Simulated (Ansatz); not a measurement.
# What LiY in Pnma, a phase reached by a soft mode distorts into, part 3 of 3

Aim: this structure of LiY in Pnma, a phase reached by a soft mode is to be tested for unstable modes, and one is followed downhill.

Ansatz 0.2.0; DFT PBEsol, scalar-relativistic, plane waves, PAW.

So far. Step 5 (Energy along the mode, all amplitudes (two of the runs …): The lowest of the steps tried is at 0.45 Å, 14.0 meV/atom below the parent; the bottom of the well need not coincide with a step. Step 7 (The new phase in its own primitive cell): The largest force component left is 0.69 meV/Å and the pressure is -0.003 GPa, within the tolerances set. The cell now holds 25.32 Å³/atom.

The structure was built from a prototype and need not be the compound's stable phase.

## Step 8: Modes of the new phase

A relaxed structure may still be a saddle point, so its zone-centre modes are computed. No field response is asked, since the mesh shows no gap.

Input file input.yaml:

```yaml
crystal:
  lattice:
    - [5.0938320333, 0.0, 0.0]
    - [0.0, 6.2974852992, 0.0]
    - [0.0, 0.0, 6.3138460023]
  atoms:
    - { symbol: Li, position: [0.0, 0.3086609695, 0.6147398568] }
    - { symbol: Li, position: [0.5, 0.9436345848, 0.9694967093] }
    - { symbol: Li, position: [0.5, 0.0563654152, 0.4694967093] }
    - { symbol: Li, position: [0.0, 0.6913390305, 0.1147398568] }
    - { symbol: "Y", position: [0.0, 0.8093226268, 0.645741496] }
    - { symbol: "Y", position: [0.5, 0.4509370382, 0.8385584917] }
    - { symbol: "Y", position: [0.5, 0.5490629618, 0.3385584917] }
    - { symbol: "Y", position: [0.0, 0.1906773732, 0.145741496] }
kpoints:
  mp_grid: { grid: [8, 6, 6] }
hamiltonian:
  xc: pbesol
scf:
  occupations: { method: methfessel_paxton, width: 0.2 }
output:
  eigenvalues: true
phonons:
  method: dfpt
```

Command:

```sh
> ansatz run input.yaml --threads 4 --pin off --max-ram 14336MiB --backend cpu --events-out ev --progress --plain --runs-dir out
```

Numbers of over 12 decimals in the logs are rounded to 6 here.

The log of the run:

```text
[...]
Crystal: 8 atoms, lattice volume = 202.538 Å³
Basis set: ecut = 420 eV, 3969 PW (Γ), exchange–correlation on 72×90×96 points (8 copies of the dense FFT grid, shifted against one another)
Bands: 36, of which v1, the nominal top of the filled ones, is band 28 counted from 1 (27 counted from 0)
Symmetry: 4 space group operations
k-points: 100 of 288 (irreducible under 2 space group operations, time reversal used)
[...]
SCF iter   1: F=—  HF=-15990.724884 eV  |F-HF|=—  |Δ(HF+E_count)|=         —  Δρ=3.71e-3  dr2=6.36e-2  ethr=1.77e-3  ⟨swp⟩=6.9  Hψ=16251  notcnv=0
[...]
SCF iter  10: F=-15990.716656 eV  HF=-15990.716656 eV  |F-HF|=1.82e-12  |Δ(HF+E_count)|=    0.00e0  S|Δr|=    0.00e0  Δρ=2.33e-8  dr2=1.43e-12  ethr=1.00e-12  ⟨swp⟩=5.2  Hψ=13829  notcnv=0
the search or the solves at the SCF's close seem to have found levels that the self-consistency loop had missed (the run counts 1). By its estimate they hold under 1e-12 electrons; where the run keeps them, the occupations were computed again with them
SCF 1 converged in 10 iterations: F = -15990.716656 eV  dr2 = 1.43e-12
[...]
SCF converged after 10 iterations
[...]
Free energy (F): -15990.716656 eV
[...]
Internal energy: -15990.718329 eV  (E = F + TS)
E sigma→0 (E₀):  -15990.717074 eV
Entropy (-TS):   0.001673 eV (0.209 meV/atom)
Fermi energy:    6.434577 eV
[...]
--- Band table (eV; the first three rows and the last of 100) ---
  k-point 0: bands = [... 24 lower, 5.5508, 5.7461, 6.0114, 6.2825, 6.3897, 6.8408, 6.9531, 7.3292, ... 4 higher]
  k-point 1: bands = [... 24 lower, 5.6465, 5.9226, 6.1007, 6.3549, 6.5042, 6.6686, 6.7481, 7.3950, ... 4 higher]
  k-point 2: bands = [... 24 lower, 5.8843, 6.0289, 6.3484, 6.4714, 6.4863, 6.5184, 6.6033, 7.1424, ... 4 higher]
  k-point 99: bands = [... 24 lower, 5.5989, 5.5989, 5.6859, 5.6859, 6.9247, 6.9247, 7.0061, 7.0061, ... 4 higher]
[...]
ASR residual: 1.755e-5 → 0.000e0 eV/Å²; symmetrization residual: 1.589e-6 eV/Å²
[...]
```

It took 5 min on 4 threads of Arm Neoverse V1, shared host; peak memory 2.6 GiB; 19 min of CPU time.

Numbers from this step:

```yaml
sum_rule_residual_before_enforcement: 1.76e-5 eV/Å²
point_group: mm2
highest_optical_mode_at_the_zone_centre_no_lo_to_term: 331.2 cm⁻¹
lowest_optical_zone_centre_mode: 52.92 cm⁻¹
```

Patterns of degenerate modes are one choice out of their space. The modes at Γ (shares of kinetic energy by element, %):

| mode | frequency (cm⁻¹) | symmetry | Li % | Y % |
| --- | --- | --- | --- | --- |
| 1 | 0.0 | acoustic | 7 | 93 |
| 2 | 0.0 | acoustic | 7 | 93 |
| 3 | 0.0 | acoustic | 7 | 93 |
| 4 | 52.9 | A1 | 9 | 91 |
| 5 | 57.4 | B2 | 7 | 93 |
| 6 | 62.1 | A1 | 6 | 94 |
| 7 | 70.5 | B2 | 3 | 97 |
| 8 | 88.9 | A2 | 3 | 97 |
| 9 | 93.6 | A1 | 8 | 92 |
| 10 | 96.0 | B1 | 5 | 95 |
| 11 | 102.8 | A2 | 1 | 99 |
| 12 | 143.6 | A1 | 84 | 16 |
| 13 | 168.0 | B2 | 1 | 99 |
| 14 | 220.6 | B2 | 95 | 5 |
| 15 | 262.4 | A2 | 98 | 2 |
| 16 | 265.5 | B2 | 96 | 4 |
| 17 | 265.6 | A1 | 91 | 9 |
| 18 | 284.3 | B1 | 93 | 7 |
| 19 | 294.3 | B2 | 94 | 6 |
| 20 | 307.7 | A1 | 98 | 2 |
| 21 | 308.9 | B1 | 95 | 5 |
| 22 | 325.5 | A2 | 98 | 2 |
| 23 | 331.1 | B2 | 96 | 4 |
| 24 | 331.2 | A1 | 97 | 3 |

Displacements in mode 4 (52.9 cm⁻¹), the largest set to 1:
```
Li1  0.00 -0.73  0.23
Li2  0.00 -0.02 -1.00
Li3  0.00  0.02 -1.00
Li4  0.00  0.73  0.23
Y5   0.00 -0.70  0.35
Y6   0.00 -0.76 -0.29
Y7   0.00  0.76 -0.29
Y8   0.00  0.70  0.35
```

Displacements in mode 5 (57.4 cm⁻¹), the largest set to 1:
```
Li1  0.00  0.17 -0.94
Li2  0.00 -0.29  0.31
Li3  0.00 -0.29 -0.31
Li4  0.00  0.17  0.94
Y5   0.00  0.26  1.00
Y6   0.00 -0.25 -0.10
Y7   0.00 -0.25  0.10
Y8   0.00  0.26 -1.00
```

Before it was imposed, the acoustic sum rule was missed by 1.8e-5 eV/Å². Small misses are needed for a sound result but don't prove that mesh and cutoff are converged. The lowest optical mode is real, 52.9 cm⁻¹.

## Step 9: The phases reached

The phases reached along the modes that were followed are set side by side.

Energies are those of the first relaxation, on the mesh of the frozen mode; space group, volume and gap are those of the last relaxation. Phases, by row:

| mode frozen in | space group | energy from parent (meV/atom) | volume (Å³/atom) | gap on mesh (eV) | lowest zone-centre optical mode (cm⁻¹) | largest shift (Å) |
| --- | --- | --- | --- | --- | --- | --- |
| parent | Pnma | 0 | 25.02 | 0 | – | – |
| q = (0, 0, 0), 50i cm⁻¹ | Pmc2_1 | -19.86 | 25.32 | 0 | 52.9 | 0.499 |

## Step 10: What came out

| Item | Value |
| --- | --- |
| unstable mode of the parent | q = (0, 0, 0), 50i cm⁻¹ |
| depth at the lowest point sampled | 14.0 meV/atom |
| largest atomic shift at that point | 0.45 Å |
| space group reached (within 0.01 Å) | Pmc2_1 |
| energy gained over the parent (first relaxation, on the mesh of the frozen mode) | 19.9 meV/atom |
| volume per atom, phase reached | 25.3 Å³ |
| lowest optical zone-centre mode, phase reached | 52.9 cm⁻¹ |
| highest optical mode at the zone centre (no LO-TO term), phase reached | 331 cm⁻¹ |

**Reading.** Along this mode the structure falls into Pmc2_1, 19.9 meV/atom below the parent. At the parent's cell the well is 14.02 meV/atom deep on the steps tried, with its lowest point at a shift of 0.45 Å. Relaxing atoms and cell changes the gain by +5.84 meV/atom against the lowest step (energies at zero smearing). The new phase has no imaginary mode at the zone centre of its cell; other wavevectors were not checked. Each path keeps the symmetry of its pattern, so a lower phase may lie along a pattern not tried. With no gap, or one that is small against the smearing, the frequencies hang on the k mesh and the smearing, most of all near Kohn anomalies. The starting cell was built on a prototype and not taken from a measurement, so the phase need not exist.

[Logs are printed without paths, hosts, clocks, repeated set-up lines and the standing remarks that a program may print on its own settings, such as how far it seeks lower states.]

[Hosts, paths, dates, database ids (printed as entryN), source tags and the programs' standing remarks are cut or masked in the printed files.]
